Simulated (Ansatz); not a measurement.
# SiGe2 (model cell, started as antifluorite): relaxing the cell for a phonon run

Aim: bring SiGe2 (model cell, started as antifluorite) to small forces and stress, as phonons need.

Program: Ansatz 0.2.0. Level of theory: DFT PBEsol, scalar-relativistic, plane waves, PAW. Results are calculated unless marked as measured.

The structure was built from a prototype and need not be the compound's stable phase.

## 1. The structure

Symmetry: Fm-3m, No. 225, cubic system. Conventional cell: a = 6.319 Å, b = 6.319 Å, c = 6.319 Å, α = 90.00°, β = 90.00°, γ = 90.00°. Nearest to Si lie 8 Ge at 2.74 Å. Ge has 4 Si at 2.74 Å nearest. Farther neighbours are not listed.

## 2. Probe on a coarse mesh

A quick single point on a coarse mesh tells whether the cell has a gap and how far it is from rest, which sets the k mesh and smearing that follow.

input.yaml reads:

```yaml
crystal:
  lattice:
    - [0.0, 3.15926, 3.15926]
    - [3.15926, 0.0, 3.15926]
    - [3.15926, 3.15926, 0.0]
  atoms:
    - { symbol: Si, position: [0.0, 0.0, 0.0] }
    - { symbol: Ge, position: [0.25, 0.25, 0.25] }
    - { symbol: Ge, position: [0.75, 0.75, 0.75] }
kpoints:
  mp_grid: { grid: [6, 6, 6] }
hamiltonian:
  xc: pbesol
scf:
  occupations: { method: gaussian, width: 0.1 }
output:
  forces: true
  stress: true
  eigenvalues: true
```

Launch:

```
> ansatz run input.yaml --threads 4 --pin off --max-ram 7168MiB --backend cpu --events-out ev --progress --plain --runs-dir out
```

Numbers of over 12 decimals in the logs are rounded to 6 here.

The program printed:

```text
Engine: ansatz 0.2.0, aarch64-unknown-linux-gnu
Pseudopotentials: kind: paw
Pseudopotential: Si, paw, valence charge 4, recommended cutoff 420 eV (normal), Si.paw.azcp
Pseudopotential: Ge, paw, valence charge 14, recommended cutoff 420 eV (normal), Ge.paw.azcp
Functional definition: PBEsol
  exchange = pbesol_x
  correlation = pbesol_c
Crystal: 3 atoms, lattice volume = 63.065 Å³
[...]
P = ⅓ Tr σ = -4.7337 GPa (-47.337 kbar)
--- Band table (eV; the first three rows and the last of 16) ---
  k-point 0: bands = [... 12 lower, 6.6879, 6.8662, 6.8662, 6.8662, 7.3791, 7.3791, 7.3791, 12.2554]
  k-point 1: bands = [... 12 lower, 4.9239, 6.2966, 6.2966, 7.3726, 7.9442, 7.9442, 10.1258, 11.6178]
  k-point 2: bands = [... 12 lower, 4.0831, 5.8589, 5.8589, 7.9454, 7.9454, 8.0882, 11.6399, 12.3611]
  k-point 15: bands = [... 12 lower, 0.2291, 3.4228, 5.7645, 8.6223, 9.0783, 11.8487, 12.5511, 13.9342]
[key lines of the parts left out:]
SCF converged after 6 iterations
Free energy (F): -9127.328913 eV
Fermi energy:    8.170375 eV
```

The job ended after 0.88 s (4 threads of Arm Neoverse V2, shared host; peak memory 0.32 GiB).

This step gave:

| Property | Result |
| --- | --- |
| pressure | -4.734 GPa |
| volume per atom | 21.02 Å³ |
| gap on the k-mesh | 0 eV |

The coarse mesh shows no gap and a pressure of -4.7 GPa.

## 3. Bringing the structure to rest

Harmonic phonons are second derivatives at a point where the forces vanish, and they are wanted at zero stress, so atoms and cell are relaxed first.

input.yaml, as its differences from that of step 2:

```diff
@@ -10,3 +10,3 @@
 kpoints:
-  mp_grid: { grid: [6, 6, 6] }
+  mp_grid: { grid: [10, 10, 10] }
 hamiltonian:
@@ -19 +19,6 @@
   eigenvalues: true
+relax:
+  adjacent_minimum: "off"
+  f_tol: 0.005
+  max_steps: 80
+  cell: { stress_tol: 0.05 }
```

The program printed:

```text
[...]
Crystal: 3 atoms, lattice volume = 63.065 Å³
Basis set: ecut = 420 eV, 1243 PW (Γ), exchange–correlation on 60×60×60 points (8 copies of the dense FFT grid, shifted against one another)
Bands: 20, of which v1, the nominal top of the filled ones, is band 16 counted from 1 (15 counted from 0)
Symmetry: 48 space group operations
[...]
k-points: 47 of 1000
[...]
SCF iter   1: F=—  HF=-9127.373244 eV  |F-HF|=—  |Δ(HF+E_count)|=         —  Δρ=2.97e-3  dr2=1.22e-2  ethr=1.77e-3  ⟨swp⟩=5.1  Hψ=4325  notcnv=0
[...]
SCF iter   6: F=-9127.368398 eV  HF=-9127.368398 eV  |F-HF|=3.64e-10  |Δ(HF+E_count)|=   1.94e-8  Δρ=8.89e-7  dr2=7.48e-10  ethr=1.08e-10  ⟨swp⟩=2.1  Hψ=3109  notcnv=0
SCF 1 converged in 6 iterations: F = -9127.368398 eV  dr2 = 7.48e-10
[...]
relax step   1: F+E_penalty+E_count = -9127.36839777 eV  Δ(F+E_penalty+E_count) = +0.000e0 eV  max|allowed force component| = 2.159e-17 eV/Å  Δτ_max = 0.0000 Å  P = -5.180 GPa  Ω = 63.065 Å³  (6 SCF iters, dr2 threshold 1.00e-7 eV, accepted)
Crystal: 3 atoms, lattice volume = 56.240 Å³
Basis set: ecut = 420 eV, 1067 PW (Γ), exchange–correlation on 60×60×60 points (8 copies of the dense FFT grid, shifted against one another)
[...]
iter 1 solved again at ethr=2.97e-5 eV; its pass at ethr=3.10e-3 eV (dr2=9.49e-3 eV) is discarded
[...]
SCF iter   6: F=-9127.465441 eV  HF=-9127.465441 eV  |F-HF|=2.35e-7  |Δ(HF+E_count)|=   4.55e-6  Δρ=1.76e-5  dr2=1.54e-7  ethr=9.37e-10  ⟨swp⟩=3.5  Hψ=3967  notcnv=0
SCF 2 converged in 6 iterations: F = -9127.465441 eV  dr2 = 1.54e-7
relax step   2: F+E_penalty+E_count = -9127.46544087 eV  Δ(F+E_penalty+E_count) = -9.704e-2 eV  max|allowed force component| = 1.419e-16 eV/Å  Δτ_max = 0.0000 Å  P = +1.327 GPa  Ω = 56.240 Å³  energy of the carried Pulay correction = +1.068e-3 eV  (6 SCF iters, dr2 threshold 3.00e-7 eV, accepted)
Crystal: 3 atoms, lattice volume = 57.509 Å³
Basis set: ecut = 420 eV, 1139 PW (Γ), exchange–correlation on 60×60×60 points (8 copies of the dense FFT grid, shifted against one another)
[...]
SCF iter   5: F=-9127.469661 eV  HF=-9127.469661 eV  |F-HF|=6.55e-8  |Δ(HF+E_count)|=   4.77e-7  Δρ=9.71e-6  dr2=8.29e-8  ethr=9.37e-10  ⟨swp⟩=5.1  Hψ=4259  notcnv=0
SCF 3 converged in 5 iterations: F = -9127.469661 eV  dr2 = 8.29e-8
relax step   3: F+E_penalty+E_count = -9127.46966088 eV  Δ(F+E_penalty+E_count) = -4.220e-3 eV  max|allowed force component| = 1.249e-16 eV/Å  Δτ_max = 0.0000 Å  P = -0.183 GPa  Ω = 57.509 Å³  energy of the carried Pulay correction = +8.607e-4 eV  (5 SCF iters, dr2 threshold 3.00e-7 eV, accepted)
[...]
relax step   4: F+E_penalty+E_count = -9127.46977857 eV  Δ(F+E_penalty+E_count) = -1.177e-4 eV  max|allowed force component| = 1.357e-16 eV/Å  Δτ_max = 0.0000 Å  P = -0.004 GPa  Ω = 57.352 Å³  energy of the carried Pulay correction = +8.862e-4 eV  (4 SCF iters, dr2 threshold 8.40e-8 eV, accepted)
[...]
SCF iter   6: F=-9127.468870 eV  HF=-9127.468870 eV  |F-HF|=0.00e0  |Δ(HF+E_count)|=  1.64e-11  Δρ=2.01e-8  dr2=4.44e-13  ethr=1.00e-12  ⟨swp⟩=5.3  Hψ=4153  notcnv=0
SCF 5 converged in 6 iterations: F = -9127.468870 eV  dr2 = 4.44e-13
relax step   5: F+E_penalty+E_count = -9127.46887023 eV  Δ(F+E_penalty+E_count) = +9.083e-4 eV  max|allowed force component| = 1.419e-16 eV/Å  Δτ_max = 0.0000 Å  P = -0.002 GPa  Ω = 57.352 Å³  stress off target by 2.33e-3 GPa  SCF on the basis re-selected at this cell (its energy is not comparable with the rows above)  (6 SCF iters)
basis re-selected at this cell: Δ(F+E_penalty+E_count) = +9.083e-4 eV, ΔP = +0.002 GPa vs the last step (what re-selecting the basis moved, of the pressure what is left beyond the Pulay correction that the steps carried, after the strain that the cell walked since its last selection, with what the two solves' SCF thresholds leave and, on support functions, any second-order correction that the steps lacked; it is no m [...]
SCF converged after 6 iterations
Free energy (F): -9127.468870 eV
[...]
Internal energy: -9127.458739 eV  (E = F + TS)
E sigma→0 (E₀):  -9127.463805 eV
Entropy (-TS):   -0.010131 eV (-3.377 meV/atom)
Fermi energy:    9.640143 eV
[...]
--- Stress (GPa, compression-positive) ---
       -0.002330      -0.000000      -0.000000
       -0.000000      -0.002330       0.000000
       -0.000000      -0.000000      -0.002330
  P = ⅓ Tr σ = -0.0023 GPa (-0.023 kbar)
--- Band table (eV; the first three rows and the last of 47) ---
  k-point 0: bands = [... 12 lower, 7.8587, 7.8587, 7.8587, 8.4612, 8.4612, 8.4612, 8.5281, 13.6549]
  k-point 1: bands = [... 12 lower, 6.8736, 7.5391, 7.5391, 8.4513, 8.8011, 8.8011, 10.3124, 13.1341]
  k-point 2: bands = [... 12 lower, 6.0785, 7.1437, 7.1437, 9.0461, 9.1230, 9.1230, 12.1220, 12.8517]
  k-point 46: bands = [... 12 lower, 0.8688, 4.0303, 7.4905, 9.6720, 10.3596, 12.5276, 14.1657, 15.6136]
--- Relaxed structure (4 steps of the walk, 4 accepted, 1 SCFs on fresh bases) ---
  F+E_penalty+E_count = -9127.46887023 eV   max|allowed force component| = 1.419e-16 eV/Å   (the final SCF, on the basis selected at the relaxed cell)
  cell:  # Å, volume = 57.3520 Å³
    - [0, 3.060833, 3.060833]
    - [3.060833, 0, 3.060833]
    - [3.060833, 3.060833, 0]
  atoms:
    - { symbol: Si, position: [0, 0, 0] }
    - { symbol: Ge, position: [0.25, 0.25, 0.25] }
    - { symbol: Ge, position: [0.75, 0.75, 0.75] }
```

It took 3.9 s on 4 threads; peak memory 0.4 GiB; 14 s of CPU time.

Step by step:

```csv
step,energy less that of the first step (eV),largest force component (eV/Å),pressure (GPa),volume (Å³)
1,0.0000,0.0000,-5.18,63.06
2,-0.0970,0.0000,1.33,56.24
3,-0.1013,0.0000,-0.18,57.51
4,-0.1014,0.0000,0.00,57.35
5*,-0.1005,0.0000,0.00,57.35
```

Relaxation steps marked * repeat the geometry before them on a plane-wave basis chosen anew for their cell, so energy and pressure can jump there.

The run keeps the 48 symmetry operations that it works with, so distortions that break them were not tested.

```csv
"conventional cell, symmetrised",before,after,change
a (Å),6.319,6.122,-3.1 %
b (Å),6.319,6.122,-3.1 %
c (Å),6.319,6.122,-3.1 %
volume (Å³/atom),21.02,19.12,-9.1 %
```

Final coordinates:

```xyz
3
Lattice="0.0000 3.0608 3.0608 3.0608 0.0000 3.0608 3.0608 3.0608 0.0000" Properties=species:S:1:pos:R:3 pbc="T T T"
Si    0.0000    0.0000    0.0000
Ge    1.5304    1.5304    1.5304
Ge    4.5912    4.5912    4.5912
```

This step gave:

```
pressure        : -0.002330 GPa
volume per atom : 19.12 Å³
```

In this step the volume went from 21.02 to 19.12 Å³/atom.

## 4. Bringing the structure to rest

The relaxation is repeated from its end on the same settings, as a check that it has come to rest.

input.yaml, as its differences from that of step 3:

```diff
@@ -2,5 +2,5 @@
   lattice:
-    - [0.0, 3.15926, 3.15926]
-    - [3.15926, 0.0, 3.15926]
-    - [3.15926, 3.15926, 0.0]
+    - [0.0, 3.060832779, 3.060832779]
+    - [3.060832779, 0.0, 3.060832779]
+    - [3.060832779, 3.060832779, 0.0]
   atoms:
```

The program printed:

```text
[...]
Crystal: 3 atoms, lattice volume = 57.352 Å³
Basis set: ecut = 420 eV, 1139 PW (Γ), exchange–correlation on 60×60×60 points (8 copies of the dense FFT grid, shifted against one another)
Bands: 20, of which v1, the nominal top of the filled ones, is band 16 counted from 1 (15 counted from 0)
Symmetry: 48 space group operations
[...]
k-points: 47 of 1000
[...]
--- Relaxed structure (1 steps of the walk, 1 accepted, 1 SCFs on fresh bases) ---
[...]
cell:  # Å, volume = 57.3520 Å³
    - [0.0, 3.060832779, 3.060832779]
    - [3.060832779, 0.0, 3.060832779]
    - [3.060832779, 3.060832779, 0.0]
  atoms:
    - { symbol: Si, position: [0.0, 0.0, 0.0] }
    - { symbol: Ge, position: [0.25, 0.25, 0.25] }
    - { symbol: Ge, position: [0.75, 0.75, 0.75] }
[key lines of the parts left out:]
SCF converged after 5 iterations
Free energy (F): -9127.468870 eV
Fermi energy:    9.640144 eV
P = ⅓ Tr σ = -0.0023 GPa (-0.023 kbar)
```

Run time: 1.5 s. Hardware: 4 threads; peak memory 0.39 GiB; 5.2 s of CPU time.

Little changed from the start: no atom moved by 0.005 Å and no cell edge by 0.1 %.

In this step the volume went from 19.12 to 19.12 Å³/atom.

## 5. Tight relaxation

Phonons need a cell at rest on their own settings, so the relaxation is repeated with tight tolerances on forces and stress on the k mesh and occupations of the first response run.

input.yaml, the sections that differ from step 4:

```yaml
kpoints:
  mp_grid: { grid: [12, 12, 12] }
scf:
  occupations: { method: methfessel_paxton, width: 0.15 }
relax:
  adjacent_minimum: "off"
  f_tol: 0.001
  max_steps: 60
  cell: { stress_tol: 0.01 }
# crystal, hamiltonian, output: as in step 4
```

The program printed:

```text
[...]
Crystal: 3 atoms, lattice volume = 57.352 Å³
Basis set: ecut = 420 eV, 1139 PW (Γ), exchange–correlation on 60×60×60 points (8 copies of the dense FFT grid, shifted against one another)
Bands: 20, of which v1, the nominal top of the filled ones, is band 16 counted from 1 (15 counted from 0)
Symmetry: 48 space group operations
[...]
k-points: 72 of 1728
[...]
k-point 71: bands = [... 12 lower, 0.6962, 3.9774, 8.5599, 8.5599, 10.9824, 11.8536, 14.2285, 15.5427]
--- Relaxed structure (2 steps of the walk, 2 accepted, 1 SCFs on fresh bases) ---
[...]
cell:  # Å, volume = 57.2898 Å³
    - [0, 3.059725, 3.059725]
    - [3.059725, 0, 3.059725]
    - [3.059725, 3.059725, 0]
  atoms:
    - { symbol: Si, position: [0, 0, 0] }
    - { symbol: Ge, position: [0.25, 0.25, 0.25] }
    - { symbol: Ge, position: [0.75, 0.75, 0.75] }
[key lines of the parts left out:]
SCF converged after 5 iterations
Free energy (F): -9127.463372 eV
Fermi energy:    9.580001 eV
P = ⅓ Tr σ = -0.0033 GPa (-0.033 kbar)
```

It took 2.8 s on 4 threads; peak memory 0.41 GiB; 10 s of CPU time.

Little changed from the start: no atom moved by 0.005 Å and no cell edge by 0.1 %.

This step gave:

```yaml
pressure: -0.003309 GPa
volume_per_atom: 19.10 Å³
```

The forces vanish by symmetry and the pressure is -0.003 GPa, within the tolerances set. The cell now holds 19.10 Å³/atom.

## 6. Outcome

```json
{"space group after relaxation (within 0.01 Å)": "Fm-3m", "lattice constant a": "6.119 Å", "lattice constant b": "6.119 Å", "lattice constant c": "6.119 Å", "volume per atom": "19.1 Å³"}
```

**Reading.** The forces vanish by symmetry and the pressure is -0.003 GPa, within the tolerances set. The cell now holds 19.10 Å³/atom. The relaxation keeps the symmetry of its start, so it says nothing on stability against lower symmetry. The starting cell was built on a prototype and not taken from a measurement, so the phase need not exist.

[Logs are printed without paths, hosts, clocks, repeated set-up lines and the standing remarks that a program may print on its own settings, such as how far it seeks lower states.]

[Hosts, paths, dates, database ids (printed as entryN), source tags and the programs' standing remarks are cut or masked in the printed files.]
